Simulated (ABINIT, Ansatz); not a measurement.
```xyz
10
Lattice="2.576 1.487 4.623 -2.576 1.487 4.623 0.000 -2.974 4.623" Properties=species:S:1:pos:R:3 pbc="T T T" subject="A GW chain in ABINIT: LiNbO3 (R3c)" method="RPA screening on PBE, plane waves, norm-conserving pseudopotentials (and 2 further levels or steps)" program="ABINIT 10.8.3" settings="cutoff 37 Ha, PseudoDojo scalar-relativistic 0.4.1 standard, norm-conserving, ngkpt (4, 4, 4), nband 233, ecuteps 5.2 Ha, inclvkb 2, shiftk (0, 0, 0), symchi 1, awtr 1, frequency ppm, 4×4×4 k-mesh" cost="5 runs, 16 min in all on 16 MPI ranks of Arm Neoverse V2, shared host" notes="The program’s warnings: nproc spkpt=  >= nkpt= * nsppol=. The cell and positions come from the Crystallography Open Database and are kept as given unless a step says otherwise. Limits: no spin-orbit coupling." pbe_gap="3.59 eV, indirect (only 33 meV under the direct gap)" g0w0_gap_on_the_mesh="5.08 eV" g0w0_gap_over_the_zone_rigid_shift="5.05 eV" gw_settings="4×4×4 mesh, 233 bands, screening to 141.5 eV, Godby-Needs plasmon pole" known_limits="short of the basis limit; no spin-orbit coupling"
Li    0.000    0.000    3.904
Li    0.000    0.000   10.839
Nb    0.000    0.000    0.001
Nb    0.000    0.000    6.935
O    -0.634   -1.440    5.503
O     1.564    0.171    5.503
O    -0.930    1.269    5.503
O    -1.645   -0.218    7.814
O     0.634    1.534    7.814
O     1.012   -1.316    7.814
```

[Long decimals in the printed logs are rounded to 6 places.]

[Logs are printed without paths, hosts, clocks, repeated set-up lines and the standing remarks that a program may print on its own settings, such as how far it seeks lower states.]

[Paths, hosts, dates, memory and timing lines, banners, echoed tables and standing remarks are left out of the program output; an Ansatz launch command may be rebuilt from the run's recorded settings. Measured values are a selection of at most five: reports struck by readers or far from the other reports are left out. None is set beside runs whose start may be inverted or whose files or cutoffs have a known fault.]

[Runs of the session that timed out or met a known fault of the program may be left out.]

[Hosts, paths, dates, database ids (printed as entryN), source tags and the programs' standing remarks are cut or masked in the printed files.]

[G0W0 gaps are taken among the corrected bands and points alone; a level outside them can change the order at an edge.]

[Where Ansatz stands beside ABINIT at settings called matched, ABINIT's density can come from a denser mesh and the files from another edition; pairs whose starting gaps differed by over 0.03 eV were left out, so agreement reads better than it is.]
